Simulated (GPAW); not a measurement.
# A GW chain in GPAW: ZnS2 (Pa-3), part 2 of 2

How does a plane-wave GW calculation on ZnS2 (Pa-3) run from the first input to the gap?

GPAW 26.7.0; LDA and many-body steps on it, plane waves. Known limits of the many-body steps: not at the basis limit; coarse k mesh.

So far. Step 3 (Bands along the symmetry lines): The gap is 1.262 eV, as in the run before at this level. Step 4 (Empty states on the mesh, 2×2×2 mesh, 260 bands): On this mesh the gap is 1.640 eV. The earlier step found 1.262 eV, so this mesh misses an edge.

## Step 5: Screening and self-energy, 2×2×2 mesh, 250 bands, screening to 65 eV

Now the one-shot GW correction: screening in the RPA, then the self-energy of the levels asked for.

This step: G0W0 on LDA, plane waves, PAW.

File run.py:

```python
import json
import numpy as np
from gpaw.mpi import world
from gpaw.response.g0w0 import G0W0

gw = G0W0('full.gpw',
    filename='gw',
    kpts=[0],
    bands=(46, 50),
    ecut=65,
    nbands=250,
    integrate_gamma='WS',
    ppa=True)
gw.calculate()
res = {mode: {k: v for k, v in r.items() if k != 'sigma_eskwn'}
       for mode, r in gw.all_results.items()}

if world.rank == 0:
    with open('result.json', 'w') as f:
        json.dump(res, f, default=lambda x: x.tolist())
```

On the command line:

```
> mpirun -n 4 gpaw python run.py
```

Numbers of over 12 decimals in the logs are rounded to 6 here.

Log:

```text
Using integrator: PointIntegrator
FrequencyGridDescriptor(from 0.000+0.000j to 0.000+27.211j eV, 2 points)
Nonperiodic BCs:  [False False False]
Using integrator: PointIntegrator
FrequencyGridDescriptor(from 0.000+0.000j to 0.000+27.211j eV, 2 points)
Nonperiodic BCs:  [False False False]
  ___  _ _ _
 |   || | | |
 | | || | | |
 |__ ||_____|
 |___|

BZ k-points: Symmetries present (total): 6

  [... matrices ...]
8 k-points: 2 x 2 x 2 Monkhorst-Pack grid + [1/4,1/4,1/4]
4 k-points in the irreducible part of the Brillouin zone
       k-points in crystal coordinates                weights
   0:     0.00000000    0.00000000    0.00000000          1/8
   1:     0.50000000    0.00000000    0.00000000          3/8
   2:     0.50000000    0.50000000    0.00000000          3/8
   3:     0.50000000    0.50000000    0.50000000          1/8

Distributing spins, k-points and bands (1 x 1 x 4) over 4 processes
Number of blocks: 1

Quasi particle states:
k-points (IBZ indices): [0]
Band range: (46, 50)
  [... matrices ...]
Computational parameters:
Plane wave cut-off: 65 eV
Number of bands: 250
Coulomb cutoff: None
Broadening: 0.1 eV

fxc modes: GW
Kernel: RPA
Using Godby-Needs plasmon-pole approximation:
  Fitting energy: i*E0, E0 = 1.000 Hartree
Summing all q:

Calculating screened Coulomb potential
No Coulomb truncation
FrequencyGridDescriptor(from 0.000+0.000j to 0.000+27.211j eV, 2 points)
Removing empty qpoint cache files...

Calculating chi0 body with:
    Ground state adapter containing:
    Number of spins: 1
    Number of kpoints: 8
    Number of irreducible kpoints: 4
    Number of completely occupied states: 48
    Number of partially occupied states: 48
    Occupied states memory: 31.402587890625 M / cpu

    Linear response parametrization:
    q_c: [0.0, 0.0, 0.0]
    Number of frequency points: 2
    Planewave cutoff: 65.0
    Number of bands: 250
    Number of planewaves: 251
    Broadening (eta): 1e-06
    comm.size: 4
    kncomm.size: 4
    blockcomm.size: 1

    Memory estimate of potentially large arrays:
        chi0_wGG: 1.922638 M / cpu
Integrating chi0 body.

Symmetries of q_c:
    Direct symmetries (Uq -> q): 6
    Indirect symmetries (TUq -> q): 0
In total 6 allowed symmetries.

  [... matrices ...]
4 groups of equivalent kpoints. 50.0% reduction.

Integral kind: response function
Integrating chi0 head and wings.

Symmetries of q_c:
    Direct symmetries (Uq -> q): 6
    Indirect symmetries (TUq -> q): 0
In total 6 allowed symmetries.

  [... matrices ...]
4 groups of equivalent kpoints. 50.0% reduction.

Integral kind: response function wings

Calculating chi0 body with:
    Ground state adapter containing:
    Number of spins: 1
    Number of kpoints: 8
    Number of irreducible kpoints: 4
    Number of completely occupied states: 48
    Number of partially occupied states: 48
    Occupied states memory: 31.402587890625 M / cpu

    Linear response parametrization:
[... the further q-points ...]

Results:
f:      Occupation numbers
eps:     KS-eigenvalues [eV]
vxc:     KS vxc [eV]
exx:     Exact exchange [eV]
sigma:   Self-energies [eV]
dsigma:  Self-energy derivatives
Z:       Renormalization factors
qp:      QP-energies [eV]

k-point 0 (0): (0.000, 0.000, 0.000)                GW
band       f     eps     vxc     exx   sigma  dsigma       Z      qp
                                                                   GW
  46   1.000   6.141 -19.078 -21.696   2.431  -0.276   0.784   5.995
  47   1.000   6.141 -19.078 -21.696   2.431  -0.276   0.784   5.995
  48   0.000   7.781 -13.874  -8.747  -3.890  -0.267   0.789   8.757
  49   0.000   8.284 -16.207 -10.854  -3.836  -0.258   0.795   9.490
```

Run time: 40 s. Hardware: 4 MPI ranks of AMD EPYC 9R14 (Zen 4), shared host; peak memory 2.2 GiB.

Numbers from this step:

```
G0W0 gap on the points computed              : 2.761 eV
least direct G0W0 gap on the computed points : 2.761 eV
Z at the valence top                         : 0.7835
Z at the conduction bottom                   : 0.7895
starting gap on the mesh                     : 1.640 eV
k of the valence top                         : 0, 0, 0
k of the conduction bottom                   : 0, 0, 0
```

The gap on the mesh goes from 1.64 eV to 2.76 eV, a correction of +1.12 eV. The start differs from the 1.26 eV found before because the two sample other k points.

Limits: finite bands, cutoff and mesh; coarse k mesh. v1 is the top filled band, c1 the lowest empty one. Levels before and after the correction, in eV, zero at the valence-band top of each column:

|  | conduction bottom | valence top |
| --- | --- | --- |
| Kohn-Sham | 1.64 | 0.00 |
| G0W0 | 2.76 | 0.00 |

|  | level | energy (eV) |
| --- | --- | --- |
| Kohn-Sham | Γ v2-v1 | 0.000 |
| Kohn-Sham | Γ c1 | 1.640 |
| Kohn-Sham | Γ c2 | 2.143 |
| G0W0 | Γ v2-v1 | 0.000 |
| G0W0 | Γ c1 | 2.761 |
| G0W0 | Γ c2 | 3.495 |

## Step 6: Where the time went

Times are wall times on 4 MPI ranks of AMD EPYC 9R14 (Zen 4), shared host, good to a factor of about two.

| step | time | share | memory (GiB) |
| --- | --- | --- | --- |
| ground state | 73 s | 19 % | 1.2 |
| bands along the symmetry lines | 3.6 min | 54 % | 1.7 |
| empty states on the mesh | 67 s | 17 % | 1.6 |
| screening and self-energy | 40 s | 10 % | 2.2 |

## Step 7: What came out

```json
{
 "LDA gap": "1.26 eV, indirect",
 "G0W0 gap on the mesh": "2.76 eV",
 "G0W0 gap over the zone (rigid shift)": "2.38 eV",
 "GW settings": "2×2×2 mesh, 250 bands, screening to 65 eV, Godby-Needs plasmon pole",
 "known limits": "not at the basis limit; coarse k mesh"
}
```

**Reading.** G0W0 moves the gap on the mesh from 1.64 eV to 2.76 eV (+1.12 eV), with Z of 0.78 and 0.79 at the edges. The mesh misses the band edges by 0.38 eV in all; a rigid shift gives 2.38 eV for the zone. Only 1 of the mesh's irreducible points was corrected, so a valley elsewhere could overtake. The dearest step here is «bands along the symmetry lines». Bands and cutoff are finite, so the gap is not at the basis limit. The miss can reach some tenths of an eV and take either sign; the mesh is an error of its own. These stock PAW sets were not made for GW. In the G0W0 run levels were corrected at 1 k point alone, so a gap called «on the mesh» is the least over those, and an edge elsewhere would be missed. A denser mesh or path gives a starting gap of 1.26 eV: the GW mesh misses a band edge, so its gaps are not the fundamental one. The 2×2×2 mesh is coarse for this cell, which bears on the long-range parts of exchange and screening.

[Paths, hosts, dates, memory and timing lines, banners, echoed tables and standing remarks are left out of the program output.]

[Logs are printed without paths, hosts, clocks, repeated set-up lines and the standing remarks that a program may print on its own settings, such as how far it seeks lower states.]

[Runs of the session that timed out or met a known fault of the program may be left out.]

[Hosts, paths, dates, database ids (printed as entryN), source tags and the programs' standing remarks are cut or masked in the printed files.]
